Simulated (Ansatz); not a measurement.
# A hypothetical structure for ZnMo

This structure for ZnMo is made up. Its elements were placed in a known structure type with a cell scaled to their sizes. What cell does the guess relax to, and how far off was it?

Calculated with Ansatz 0.2.0; DFT, PBE, plane-wave PAW, files of the set soft_1, scalar-relativistic, no spin, cell and ions relaxed at zero pressure; PAW set soft_1, in the first sound run; inputs show where later runs differ.

## (1) The structure

It takes space group Fm-3m (No. 225, cubic). The conventional cell has a = 4.653 Å, b = 4.653 Å, c = 4.653 Å, α = 90.00°, β = 90.00°, γ = 90.00°. Mo has 6 Zn at 2.33 Å nearest. Nearest to Zn lie 6 Mo at 2.33 Å. Farther neighbours are not listed.

## (2) Relaxation of the guess

The guessed cell has no reason to be at equilibrium. It is relaxed with the atoms, within the space group of the guess.

input.yaml reads:

```yaml
crystal:
  lattice:
    - [0.0, 2.3265, 2.3265]
    - [2.3265, 0.0, 2.3265]
    - [2.3265, 2.3265, 0.0]
  atoms:
    - { symbol: Mo, position: [0.5, 0.5, 0.5] }
    - { symbol: Zn, position: [0.0, 0.0, 0.0] }
kpoints:
  mp_grid: { grid: [10, 10, 10] }
scf:
  occupations: { method: fermi_dirac, width: 0.05 }
hamiltonian:
  xc: pbe
  pseudopotentials: { kind: paw, azcp: { folder: soft_1 } }
relax:
  f_tol: 0.015
  max_steps: 70
  cell: {}
output:
  forces: true
  stress: true
```

Run with:

```bash
$ ansatz run input.yaml --threads 4 --pin off --max-ram 8192MiB --backend cpu --events-out ev --progress --plain --runs-dir out
```

Numbers of over 12 decimals in the logs are rounded to 6 here.

The log of the run:

```text
Engine: ansatz 0.2.0, x86_64-unknown-linux-gnu
Pseudopotentials: kind: paw
Pseudopotential: Mo, paw, valence charge 14, recommended cutoff 420 eV (normal), soft_1/Mo.paw.azcp
Pseudopotential: Zn, paw, valence charge 12, recommended cutoff 420 eV (normal), soft_1/Zn.paw.azcp
Functional definition: PBE
  parameter kappa = 0.804
  parameter beta = 0.066725
  exchange = pbe_x(kappa = kappa, mu = beta*pi^2/3)
  correlation = pbe_c(beta = beta)
Crystal: 2 atoms, lattice volume = 25.185 Å³
Basis set: ecut = 420 eV, 531 PW (Γ), exchange–correlation on 48×48×48 points (8 copies of the dense FFT grid, shifted against one another)
Bands: 17, of which v1, the nominal top of the filled ones, is band 13 counted from 1 (12 counted from 0)
Symmetry: 48 space group operations
Space group: Fm-3m (ITA 225), of the structure as read, at distance tolerance 2.9e-5 Å
k-points: 47 of 1000
Non-local potential: Mo, projectors of the file, l = 0: 3, l = 1: 2, l = 2: 2, l = 3: 1
Non-local potential: Zn, projectors of the file, l = 0: 2, l = 1: 2, l = 2: 3, l = 3: 1
PAW form: soft (Blöchl's): semilocal exchange-correlation on the pseudo side does not see the compensation charge
PAW one-centre angular grid: Mo, 590 points (default); XC on 64 Gauss nodes
PAW one-centre angular grid: Zn, 590 points (default); XC on 64 Gauss nodes
Initial density: superposition of atomic densities (chi_scale 0.1, normalization cell, long waves kept (reshape's long-wave potential 0.00 eV rms))
Initial wavefunctions: pseudopotential atomic-orbital guess
Functional: x = pbe(κ = 0.804, μ = 0.219515), c = pbe(β = 0.066725)
SCF iter   1: F=—  HF=-8273.101862 eV  |F-HF|=—  |Δ(HF+E_count)|=         —  Δρ=1.03e-1  dr2=3.33e0  ethr=3.10e-3  ⟨swp⟩=5.4  Hψ=4250  notcnv=0
preconditioner: auto → Kerker (q_TF=auto, 2.743 Å⁻¹)  [metal: Δε(μ)=0.041 eV  Ē_g=17.472 eV  σ=0.050 eV  W_gap=0.20  n_scr=14 (ndim 8)  ℏωp=36.2 eV  f_vac=0.000  D(μ)=0.96/eV (n_scr^D=8)]
SCF iter   2: F=—  HF=-8272.241343 eV  |F-HF|=—  |Δ(HF+E_count)|=   8.61e-1  Δρ=4.80e-2  dr2=6.70e-1  ethr=3.10e-3  ⟨swp⟩=2.6  Hψ=1836  notcnv=0  defer=1
SCF iter   3: F=—  HF=-8272.065432 eV  |F-HF|=—  |Δ(HF+E_count)|=   1.76e-1  Δρ=9.48e-3  dr2=9.71e-3  ethr=2.58e-3  ⟨swp⟩=3.0  Hψ=1620  notcnv=0  defer=1
SCF iter   4: F=—  HF=-8272.074575 eV  |F-HF|=—  |Δ(HF+E_count)|=   9.14e-3  Δρ=1.17e-2  dr2=1.85e-2  ethr=3.73e-5  ⟨swp⟩=2.0  Hψ=1816  notcnv=0  defer=1
SCF iter   5: F=—  HF=-8272.066687 eV  |F-HF|=—  |Δ(HF+E_count)|=   7.89e-3  Δρ=1.45e-3  dr2=4.25e-4  ethr=3.73e-5  ⟨swp⟩=2.0  Hψ=1426  notcnv=0  defer=1
SCF iter   6: F=—  HF=-8272.066721 eV  |F-HF|=—  |Δ(HF+E_count)|=   3.43e-5  Δρ=6.65e-4  dr2=4.66e-5  ethr=1.64e-6  ⟨swp⟩=2.1  Hψ=1431  notcnv=0  defer=1
SCF iter   7: F=—  HF=-8272.066725 eV  |F-HF|=—  |Δ(HF+E_count)|=   3.94e-6  Δρ=1.36e-4  dr2=5.70e-6  ethr=1.79e-7  ⟨swp⟩=2.0  Hψ=1047  notcnv=0  defer=1
SCF iter   8: F=—  HF=-8272.066724 eV  |F-HF|=—  |Δ(HF+E_count)|=   9.14e-7  Δρ=5.15e-5  dr2=4.08e-7  ethr=2.19e-8  ⟨swp⟩=2.4  Hψ=1307  notcnv=0  defer=1
SCF iter   9: F=-8272.066724 eV  HF=-8272.066724 eV  |F-HF|=4.41e-9  |Δ(HF+E_count)|=   7.16e-9  Δρ=6.46e-6  dr2=8.40e-9  ethr=3.85e-10  ⟨swp⟩=5.0  Hψ=2851  notcnv=0
SCF 1 converged in 9 iterations: F = -8272.066724 eV  dr2 = 8.40e-9
  greatest PAW one-centre occupation: 0.999 electrons in one spin orbital (limit 2), on the Mo atom at site 0 (counted from 0), in its partial waves of l = 0
relax step   1: F+E_penalty+E_count = -8272.06672422 eV  Δ(F+E_penalty+E_count) = +0.000e0 eV  max|allowed force component| = 1.719e-29 eV/Å  Δτ_max = 0.0000 Å  P = +69.890 GPa  Ω = 25.185 Å³  (9 SCF iters, dr2 threshold 1.00e-7 eV, accepted)
Crystal: 2 atoms, lattice volume = 29.051 Å³
Basis set: ecut = 420 eV, 537 PW (Γ), exchange–correlation on 48×48×48 points (8 copies of the dense FFT grid, shifted against one another)
Initial density: handed on by an earlier stage of this run
Initial wavefunctions: those handed on with the density
iter 1 solved again at ethr=6.55e-5 eV; its pass at ethr=3.10e-3 eV (dr2=1.70e-2 eV) is discarded
SCF iter   1: F=—  HF=-8273.119948 eV  |F-HF|=—  |Δ(HF+E_count)|=         —  Δρ=9.63e-3  dr2=1.77e-2  ethr=6.55e-5  ⟨swp⟩=1.8  Hψ=5543  notcnv=0
preconditioner: auto → Kerker (q_TF=auto, 2.678 Å⁻¹)  [metal: Δε(μ)=0.053 eV  Ē_g=8.858 eV  σ=0.050 eV  W_gap=0.25  n_scr=14 (ndim 8)  ℏωp=29.2 eV  f_vac=0.000  D(μ)=1.07/eV (n_scr^D=14)]
SCF iter   2: F=—  HF=-8273.119668 eV  |F-HF|=—  |Δ(HF+E_count)|=   2.80e-4  Δρ=5.22e-3  dr2=4.11e-3  ethr=6.55e-5  ⟨swp⟩=2.0  Hψ=1391  notcnv=0
SCF iter   3: F=—  HF=-8273.120294 eV  |F-HF|=—  |Δ(HF+E_count)|=   6.26e-4  Δρ=2.85e-3  dr2=1.49e-3  ethr=1.58e-5  ⟨swp⟩=2.0  Hψ=1191  notcnv=0
SCF iter   4: F=—  HF=-8273.120769 eV  |F-HF|=—  |Δ(HF+E_count)|=   4.75e-4  Δρ=1.10e-3  dr2=1.82e-4  ethr=5.73e-6  ⟨swp⟩=2.0  Hψ=1182  notcnv=0
SCF iter   5: F=—  HF=-8273.120740 eV  |F-HF|=—  |Δ(HF+E_count)|=   2.93e-5  Δρ=1.09e-4  dr2=1.33e-6  ethr=6.99e-7  ⟨swp⟩=2.4  Hψ=1337  notcnv=0
SCF iter   6: F=—  HF=-8273.120743 eV  |F-HF|=—  |Δ(HF+E_count)|=   3.20e-6  Δρ=8.79e-5  dr2=1.17e-6  ethr=7.69e-10  ⟨swp⟩=5.0  Hψ=3227  notcnv=0
SCF iter   7: F=-8273.120743 eV  HF=-8273.120743 eV  |F-HF|=3.34e-9  |Δ(HF+E_count)|=   6.14e-8  Δρ=1.24e-5  dr2=3.33e-8  ethr=7.69e-10  ⟨swp⟩=3.7  Hψ=3172  notcnv=0
SCF 2 converged in 7 iterations: F = -8273.120743 eV  dr2 = 3.33e-8
relax step   2: F+E_penalty+E_count = -8273.12074313 eV  Δ(F+E_penalty+E_count) = -1.054e0 eV  max|allowed force component| = 1.057e-29 eV/Å  Δτ_max = 0.0000 Å  P = +23.017 GPa  Ω = 29.051 Å³  energy of the carried Pulay correction = -2.337e-3 eV  (7 SCF iters, dr2 threshold 2.00e-7 eV, accepted)
Crystal: 2 atoms, lattice volume = 31.413 Å³
Basis set: ecut = 420 eV, 609 PW (Γ), exchange–correlation on 48×48×48 points (8 copies of the dense FFT grid, shifted against one another)
iter 1 solved again at ethr=3.05e-5 eV; its pass at ethr=3.10e-3 eV (dr2=7.93e-3 eV) is discarded
SCF iter   1: F=—  HF=-8273.330980 eV  |F-HF|=—  |Δ(HF+E_count)|=         —  Δρ=5.85e-3  dr2=9.07e-3  ethr=3.05e-5  ⟨swp⟩=2.2  Hψ=5341  notcnv=0
preconditioner: auto → Kerker (q_TF=auto, 2.644 Å⁻¹)  [metal: Δε(μ)=0.071 eV  Ē_g=8.284 eV  σ=0.050 eV  W_gap=0.31  n_scr=14 (ndim 8)  ℏωp=28.1 eV  f_vac=0.000  D(μ)=1.13/eV (n_scr^D=14)]
SCF iter   2: F=—  HF=-8273.329537 eV  |F-HF|=—  |Δ(HF+E_count)|=   1.44e-3  Δρ=2.76e-3  dr2=2.01e-3  ethr=3.05e-5  ⟨swp⟩=2.0  Hψ=1078  notcnv=0
SCF iter   3: F=—  HF=-8273.329526 eV  |F-HF|=—  |Δ(HF+E_count)|=   1.12e-5  Δρ=1.70e-3  dr2=5.41e-4  ethr=7.74e-6  ⟨swp⟩=2.0  Hψ=1244  notcnv=0
SCF iter   4: F=—  HF=-8273.329450 eV  |F-HF|=—  |Δ(HF+E_count)|=   7.58e-5  Δρ=5.58e-4  dr2=4.52e-5  ethr=2.08e-6  ⟨swp⟩=2.0  Hψ=1060  notcnv=0
SCF iter   5: F=—  HF=-8273.329464 eV  |F-HF|=—  |Δ(HF+E_count)|=   1.40e-5  Δρ=1.91e-4  dr2=6.91e-6  ethr=1.74e-7  ⟨swp⟩=2.6  Hψ=1447  notcnv=0
SCF iter   6: F=—  HF=-8273.329463 eV  |F-HF|=—  |Δ(HF+E_count)|=   6.36e-7  Δρ=4.71e-5  dr2=3.71e-7  ethr=2.66e-8  ⟨swp⟩=2.0  Hψ=1201  notcnv=0
SCF iter   7: F=-8273.329463 eV  HF=-8273.329463 eV  |F-HF|=3.21e-8  |Δ(HF+E_count)|=   4.20e-8  Δρ=1.60e-5  dr2=4.72e-8  ethr=7.69e-10  ⟨swp⟩=4.5  Hψ=2838  notcnv=0
SCF 3 converged in 7 iterations: F = -8273.329463 eV  dr2 = 4.72e-8
relax step   3: F+E_penalty+E_count = -8273.32946328 eV  Δ(F+E_penalty+E_count) = -2.087e-1 eV  max|allowed force component| = 8.336e-29 eV/Å  Δτ_max = 0.0000 Å  P = +6.556 GPa  Ω = 31.413 Å³  energy of the carried Pulay correction = -3.609e-3 eV  (7 SCF iters, dr2 threshold 2.00e-7 eV, accepted)
Crystal: 2 atoms, lattice volume = 32.898 Å³
Basis set: ecut = 420 eV, 645 PW (Γ), exchange–correlation on 48×48×48 points (8 copies of the dense FFT grid, shifted against one another)
iter 1 solved again at ethr=1.60e-5 eV; its pass at ethr=3.10e-3 eV (dr2=4.16e-3 eV) is discarded
SCF iter   1: F=—  HF=-8273.354223 eV  |F-HF|=—  |Δ(HF+E_count)|=         —  Δρ=3.69e-3  dr2=4.41e-3  ethr=1.60e-5  ⟨swp⟩=2.0  Hψ=5312  notcnv=0
preconditioner: auto → Kerker (q_TF=auto, 2.623 Å⁻¹)  [metal: Δε(μ)=0.045 eV  Ē_g=7.986 eV  σ=0.050 eV  W_gap=0.21  n_scr=14 (ndim 8)  ℏωp=27.5 eV  f_vac=0.000  D(μ)=1.18/eV (n_scr^D=14)]
SCF iter   2: F=—  HF=-8273.353375 eV  |F-HF|=—  |Δ(HF+E_count)|=   8.48e-4  Δρ=1.62e-3  dr2=8.41e-4  ethr=1.60e-5  ⟨swp⟩=2.3  Hψ=1198  notcnv=0
SCF iter   3: F=—  HF=-8273.353311 eV  |F-HF|=—  |Δ(HF+E_count)|=   6.43e-5  Δρ=1.02e-3  dr2=1.96e-4  ethr=3.24e-6  ⟨swp⟩=2.0  Hψ=1215  notcnv=0
SCF iter   4: F=—  HF=-8273.353266 eV  |F-HF|=—  |Δ(HF+E_count)|=   4.46e-5  Δρ=3.48e-4  dr2=1.93e-5  ethr=7.53e-7  ⟨swp⟩=2.0  Hψ=1047  notcnv=0
SCF iter   5: F=—  HF=-8273.353271 eV  |F-HF|=—  |Δ(HF+E_count)|=   4.18e-6  Δρ=1.28e-4  dr2=3.15e-6  ethr=7.40e-8  ⟨swp⟩=2.2  Hψ=1279  notcnv=0
SCF iter   6: F=-8273.353271 eV  HF=-8273.353271 eV  |F-HF|=2.66e-8  |Δ(HF+E_count)|=   3.50e-9  Δρ=2.39e-5  dr2=1.17e-7  ethr=7.69e-10  ⟨swp⟩=3.9  Hψ=3620  notcnv=0
SCF 4 converged in 6 iterations: F = -8273.353271 eV  dr2 = 1.17e-7
relax step   4: F+E_penalty+E_count = -8273.35327063 eV  Δ(F+E_penalty+E_count) = -2.381e-2 eV  max|allowed force component| = 1.168e-29 eV/Å  Δτ_max = 0.0000 Å  P = -0.963 GPa  Ω = 32.898 Å³  energy of the carried Pulay correction = -4.356e-3 eV  (6 SCF iters, dr2 threshold 2.00e-7 eV, accepted)
Crystal: 2 atoms, lattice volume = 32.687 Å³
iter 1 solved again at ethr=5.00e-7 eV; its pass at ethr=3.10e-3 eV (dr2=1.30e-4 eV) is discarded
SCF iter   1: F=—  HF=-8273.354034 eV  |F-HF|=—  |Δ(HF+E_count)|=         —  Δρ=5.12e-4  dr2=9.04e-5  ethr=5.00e-7  ⟨swp⟩=2.0  Hψ=4659  notcnv=0
preconditioner: auto → Kerker (q_TF=auto, 2.626 Å⁻¹)  [metal: Δε(μ)=0.052 eV  Ē_g=8.023 eV  σ=0.050 eV  W_gap=0.24  n_scr=14 (ndim 8)  ℏωp=27.6 eV  f_vac=0.000  D(μ)=1.18/eV (n_scr^D=14)]
SCF iter   2: F=—  HF=-8273.354016 eV  |F-HF|=—  |Δ(HF+E_count)|=   1.80e-5  Δρ=2.29e-4  dr2=1.69e-5  ethr=3.48e-7  ⟨swp⟩=2.7  Hψ=1221  notcnv=0
SCF iter   3: F=—  HF=-8273.354014 eV  |F-HF|=—  |Δ(HF+E_count)|=   1.82e-6  Δρ=1.21e-4  dr2=2.69e-6  ethr=6.50e-8  ⟨swp⟩=2.2  Hψ=1172  notcnv=0
SCF iter   4: F=—  HF=-8273.354014 eV  |F-HF|=—  |Δ(HF+E_count)|=   5.43e-7  Δρ=5.20e-5  dr2=4.12e-7  ethr=1.03e-8  ⟨swp⟩=2.1  Hψ=1093  notcnv=0
SCF iter   5: F=-8273.354014 eV  HF=-8273.354014 eV  |F-HF|=2.98e-8  |Δ(HF+E_count)|=   4.01e-9  Δρ=1.82e-5  dr2=6.43e-8  ethr=7.69e-10  ⟨swp⟩=4.0  Hψ=2793  notcnv=0
SCF 5 converged in 5 iterations: F = -8273.354014 eV  dr2 = 6.43e-8
relax step   5: F+E_penalty+E_count = -8273.35401380 eV  Δ(F+E_penalty+E_count) = -7.432e-4 eV  max|allowed force component| = 1.614e-29 eV/Å  Δτ_max = 0.0000 Å  P = +0.003 GPa  Ω = 32.687 Å³  energy of the carried Pulay correction = -4.252e-3 eV  (5 SCF iters, dr2 threshold 2.00e-7 eV, accepted)
Initial wavefunctions: pseudopotential atomic-orbital guess (no wavefunctions were taken with the density)
iter 1 solved again at ethr=2.99e-7 eV; its pass at ethr=3.10e-3 eV (dr2=7.77e-5 eV) is discarded
SCF iter   1: F=—  HF=-8273.354879 eV  |F-HF|=—  |Δ(HF+E_count)|=         —  Δρ=2.41e-3  dr2=4.78e-5  ethr=2.99e-7  ⟨swp⟩=2.9  Hψ=6147  notcnv=0
preconditioner: auto → Kerker (q_TF=auto, 2.626 Å⁻¹)  [metal: Δε(μ)=0.051 eV  Ē_g=8.022 eV  σ=0.050 eV  W_gap=0.24  n_scr=14 (ndim 8)  ℏωp=27.6 eV  f_vac=0.000  D(μ)=1.18/eV (n_scr^D=14)]
SCF iter   2: F=—  HF=-8273.358384 eV  |F-HF|=—  |Δ(HF+E_count)|=   3.50e-3  Δρ=1.24e-3  dr2=1.61e-5  ethr=1.84e-7  ⟨swp⟩=2.0  Hψ=1021  notcnv=0
SCF iter   3: F=—  HF=-8273.359520 eV  |F-HF|=—  |Δ(HF+E_count)|=   1.14e-3  Δρ=3.17e-4  dr2=2.29e-6  ethr=6.21e-8  ⟨swp⟩=2.0  Hψ=1081  notcnv=0
SCF iter   4: F=—  HF=-8273.359590 eV  |F-HF|=—  |Δ(HF+E_count)|=   7.04e-5  Δρ=2.07e-5  dr2=8.48e-8  ethr=8.82e-9  ⟨swp⟩=2.0  Hψ=1193  notcnv=0
SCF iter   5: F=—  HF=-8273.359590 eV  |F-HF|=—  |Δ(HF+E_count)|=   1.12e-7  Δρ=6.33e-6  dr2=8.14e-9  ethr=3.26e-10  ⟨swp⟩=2.0  Hψ=1121  notcnv=0
SCF iter   6: F=—  HF=-8273.359590 eV  |F-HF|=—  |Δ(HF+E_count)|=   3.94e-9  Δρ=5.84e-6  dr2=4.89e-9  ethr=3.13e-11  ⟨swp⟩=2.0  Hψ=1136  notcnv=0
SCF iter   7: F=—  HF=-8273.359590 eV  |F-HF|=—  |Δ(HF+E_count)|=   3.06e-9  Δρ=7.54e-7  dr2=1.51e-10  ethr=1.88e-11  ⟨swp⟩=2.0  Hψ=1204  notcnv=0
SCF iter   8: F=-8273.359590 eV  HF=-8273.359590 eV  |F-HF|=3.64e-12  |Δ(HF+E_count)|=  2.91e-11  Δρ=2.02e-7  dr2=1.26e-11  ethr=1.00e-12  ⟨swp⟩=5.9  Hψ=3486  notcnv=0
SCF 6 converged in 8 iterations: F = -8273.359590 eV  dr2 = 1.26e-11
relax step   6: F+E_penalty+E_count = -8273.35959041 eV  Δ(F+E_penalty+E_count) = -5.577e-3 eV  max|allowed force component| = 1.800e-29 eV/Å  Δτ_max = 0.0000 Å  P = +0.272 GPa  Ω = 32.687 Å³  stress off target by 2.72e-1 GPa  SCF on the basis re-selected at this cell (its energy is not comparable with the rows above)  (8 SCF iters)
basis re-selected at this cell: Δ(F+E_penalty+E_count) = -5.577e-3 eV, ΔP = +0.269 GPa vs the last step (what re-selecting the basis moved, of the pressure what is left beyond the Pulay correction that the steps carried, after the strain that the cell walked since its last selection, with what the two solves' SCF thresholds leave and, on support functions, any second-order correction that the steps lacked; it is no m [...]
Crystal: 2 atoms, lattice volume = 32.746 Å³
iter 1 solved again at ethr=2.57e-8 eV; its pass at ethr=3.10e-3 eV (dr2=6.69e-6 eV) is discarded
SCF iter   1: F=—  HF=-8273.359617 eV  |F-HF|=—  |Δ(HF+E_count)|=         —  Δρ=1.40e-4  dr2=6.82e-6  ethr=2.57e-8  ⟨swp⟩=2.1  Hψ=4611  notcnv=0
preconditioner: auto → Kerker (q_TF=auto, 2.625 Å⁻¹)  [metal: Δε(μ)=0.050 eV  Ē_g=8.010 eV  σ=0.050 eV  W_gap=0.23  n_scr=14 (ndim 8)  ℏωp=27.5 eV  f_vac=0.000  D(μ)=1.18/eV (n_scr^D=14)]
SCF iter   2: F=—  HF=-8273.359616 eV  |F-HF|=—  |Δ(HF+E_count)|=   1.16e-6  Δρ=6.45e-5  dr2=1.34e-6  ethr=2.57e-8  ⟨swp⟩=2.1  Hψ=1185  notcnv=0
SCF iter   3: F=—  HF=-8273.359616 eV  |F-HF|=—  |Δ(HF+E_count)|=   5.64e-8  Δρ=3.86e-5  dr2=2.75e-7  ethr=5.16e-9  ⟨swp⟩=2.0  Hψ=1213  notcnv=0
SCF iter   4: F=-8273.359616 eV  HF=-8273.359616 eV  |F-HF|=6.22e-10  |Δ(HF+E_count)|=   5.75e-8  Δρ=1.50e-5  dr2=3.67e-8  ethr=7.10e-10  ⟨swp⟩=4.0  Hψ=2605  notcnv=0
SCF 7 converged in 4 iterations: F = -8273.359616 eV  dr2 = 3.67e-8
relax step   7: F+E_penalty+E_count = -8273.35961552 eV  Δ(F+E_penalty+E_count) = -2.511e-5 eV  max|allowed force component| = 1.367e-29 eV/Å  Δτ_max = 0.0000 Å  P = +0.008 GPa  Ω = 32.746 Å³  energy of the carried Pulay correction = -2.649e-5 eV  (4 SCF iters, dr2 threshold 1.85e-7 eV, accepted)
Basis set: ecut = 420 eV, 645 PW (Γ), exchange–correlation on 50×50×50 points (8 copies of the dense FFT grid, shifted against one another)
iter 1 solved again at ethr=1.21e-7 eV; its pass at ethr=3.10e-3 eV (dr2=3.16e-5 eV) is discarded
SCF iter   1: F=—  HF=-8273.359618 eV  |F-HF|=—  |Δ(HF+E_count)|=         —  Δρ=1.14e-4  dr2=1.23e-7  ethr=1.21e-7  ⟨swp⟩=3.0  Hψ=6249  notcnv=0
preconditioner: auto → Kerker (q_TF=auto, 2.625 Å⁻¹)  [metal: Δε(μ)=0.050 eV  Ē_g=8.010 eV  σ=0.050 eV  W_gap=0.24  n_scr=14 (ndim 8)  ℏωp=27.5 eV  f_vac=0.000  D(μ)=1.18/eV (n_scr^D=14)]
SCF iter   2: F=—  HF=-8273.359627 eV  |F-HF|=—  |Δ(HF+E_count)|=   8.89e-6  Δρ=5.82e-5  dr2=3.66e-8  ethr=4.71e-10  ⟨swp⟩=2.4  Hψ=1303  notcnv=0
SCF iter   3: F=—  HF=-8273.359631 eV  |F-HF|=—  |Δ(HF+E_count)|=   3.54e-6  Δρ=1.18e-5  dr2=1.38e-8  ethr=1.41e-10  ⟨swp⟩=2.0  Hψ=1069  notcnv=0
SCF iter   4: F=—  HF=-8273.359631 eV  |F-HF|=—  |Δ(HF+E_count)|=   5.96e-8  Δρ=2.34e-6  dr2=7.14e-10  ethr=5.29e-11  ⟨swp⟩=2.0  Hψ=1127  notcnv=0
SCF iter   5: F=—  HF=-8273.359631 eV  |F-HF|=—  |Δ(HF+E_count)|=   3.73e-9  Δρ=7.10e-7  dr2=2.30e-10  ethr=2.75e-12  ⟨swp⟩=2.9  Hψ=1433  notcnv=0
SCF iter   6: F=—  HF=-8273.359631 eV  |F-HF|=—  |Δ(HF+E_count)|=  7.46e-11  Δρ=3.08e-7  dr2=3.23e-11  ethr=1.00e-12  ⟨swp⟩=2.5  Hψ=1106  notcnv=0
SCF iter   7: F=-8273.359631 eV  HF=-8273.359631 eV  |F-HF|=1.82e-12  |Δ(HF+E_count)|=  1.82e-11  Δρ=5.35e-8  dr2=8.60e-13  ethr=1.00e-12  ⟨swp⟩=5.4  Hψ=3164  notcnv=0
SCF 8 converged in 7 iterations: F = -8273.359631 eV  dr2 = 8.60e-13
relax step   8: F+E_penalty+E_count = -8273.35963073 eV  Δ(F+E_penalty+E_count) = -1.521e-5 eV  max|allowed force component| = 1.709e-29 eV/Å  Δτ_max = 0.0000 Å  P = +0.008 GPa  Ω = 32.746 Å³  stress off target by 8.28e-3 GPa  SCF on the basis re-selected at this cell (its energy is not comparable with the rows above)  (7 SCF iters)
basis re-selected at this cell: Δ(F+E_penalty+E_count) = -1.521e-5 eV, ΔP = +0.000 GPa vs the last step (what re-selecting the basis moved, of the pressure what is left beyond the Pulay correction that the steps carried, after the strain that the cell walked since its last selection, with what the two solves' SCF thresholds leave and, on support functions, any second-order correction that the steps lacked; it is no measure of the basis error at this ecutwfc). The dense FFT grid was sized anew with the basis: this SCF ran on 25×25×25 points, the steps before it on 24×24×24, so part of this shift can come from that change (see relax.cell in the input reference). [rest of the remark cut]
SCF converged after 7 iterations
Free energy (F): -8273.359631 eV
Harris-Foulkes:  -8273.359631 eV  (|F-HF|=1.82e-12)
Internal energy: -8273.349757 eV  (E = F + TS)
E sigma→0 (E₀):  -8273.354694 eV
Entropy (-TS):   -0.009874 eV (-4.937 meV/atom)
Fermi energy:    14.357550 eV
--- Per-component energies (eV) ---
  E_band       = -47.857057
  E_kinetic    = 568.497136
  E_local      = -2697.567060  (includes V_loc(G=0)·N_el)
  E_nonlocal   = 964.819301
  E_hartree    = 980.413634
  E_xc         = -253.808262
  E_vxc        = -269.589477  (∫ρ·V_xc dr)
  E_paw        = -5106.633837  (= ΣΔE_a)
  E_vpaw       = -574.843973  (= ΣTr[D̂ρ^β])
  E_aug_tail   = -0.000229  (compensation charges beyond the density's cutoff)
  E_ewald      = -2729.070440
  E_smearing   = -0.009874  (= −TS)
  E_closure    = 0.000000  (closes the sum)
  Σ components = -8273.359631   (vs F -8273.359631, Δ=0.00e0)
--- Forces (eV/Å), atoms counted from 1 ---
  atom   1  Mo     0.00000000    -0.00000000     0.00000000
  atom   2  Zn    -0.00000000     0.00000000     0.00000000
  max |Σ_I F_I| component: 3.31e-29 eV/Å
--- Stress (GPa, compression-positive) ---
        0.008281      -0.000000       0.000000
       -0.000000       0.008281      -0.000000
        0.000000      -0.000000       0.008281
  P = ⅓ Tr σ = 0.0083 GPa (0.083 kbar)
--- Relaxed structure (6 steps of the walk, 6 accepted, 2 SCFs on fresh bases) ---
  F+E_penalty+E_count = -8273.35963073 eV   max|allowed force component| = 1.709e-29 eV/Å   (the final SCF, on the basis selected at the relaxed cell)
  cell:  # Å, volume = 32.7458 Å³
    - [0, 2.539268, 2.539268]
    - [2.539268, 0, 2.539268]
    - [2.539268, 2.539268, 0]
  atoms:
    - { symbol: Mo, position: [0.5, 0.5, 0.5] }
    - { symbol: Zn, position: [0, 0, 0] }
```

Wall time 3.1 s (4 threads of AMD EPYC 7B13 (Zen 3), shared host); peak memory 0.4 GiB.

The steps of the relaxation:

| step | energy less that of the first step (eV) | largest force component (eV/Å) | pressure (GPa) | volume (Å³) |
| --- | --- | --- | --- | --- |
| 1 | 0.0000 | 0.0000 | 69.89 | 25.18 |
| 2 | -1.0540 | 0.0000 | 23.02 | 29.05 |
| 3 | -1.2627 | 0.0000 | 6.56 | 31.41 |
| 4 | -1.2865 | 0.0000 | -0.96 | 32.90 |
| 5 | -1.2873 | 0.0000 | 0.00 | 32.69 |
| 6* | -1.2929 | 0.0000 | 0.27 | 32.69 |
| 7 | -1.2929 | 0.0000 | 0.01 | 32.75 |
| 8* | -1.2929 | 0.0000 | 0.01 | 32.75 |

Relaxation steps marked * repeat the geometry before them on a plane-wave basis chosen anew for their cell, so energy and pressure can jump there.

The run keeps the 48 symmetry operations that it works with, so distortions that break them were not tested.

| conventional cell, symmetrised | before | after | change |
| --- | --- | --- | --- |
| a (Å) | 4.653 | 5.079 | +9.1 % |
| b (Å) | 4.653 | 5.079 | +9.1 % |
| c (Å) | 4.653 | 5.079 | +9.1 % |
| volume (Å³/atom) | 12.59 | 16.37 | +30.0 % |

The relaxed structure:

```xyz
2
Lattice="0.0000 2.5393 2.5393 2.5393 0.0000 2.5393 2.5393 2.5393 0.0000" Properties=species:S:1:pos:R:3 pbc="T T T"
Mo    2.5393    2.5393    2.5393
Zn    0.0000    0.0000    0.0000
```

This step gave:

```yaml
free_energy: -8273.3596 eV
energy_at_zero_smearing: -8273.3547 eV
smearing_term_ts: 0.009874 eV
fermi_energy: 14.36 eV
electrons: 26
symmetry_operations: 48
pressure: 0.008281 GPa
```

[end of part 1 of 2]

[Logs are printed without paths, hosts, clocks, repeated set-up lines and the standing remarks that a program may print on its own settings, such as how far it seeks lower states.]

[Hosts, paths, dates, database ids (printed as entryN), source tags and the programs' standing remarks are cut or masked in the printed files.]
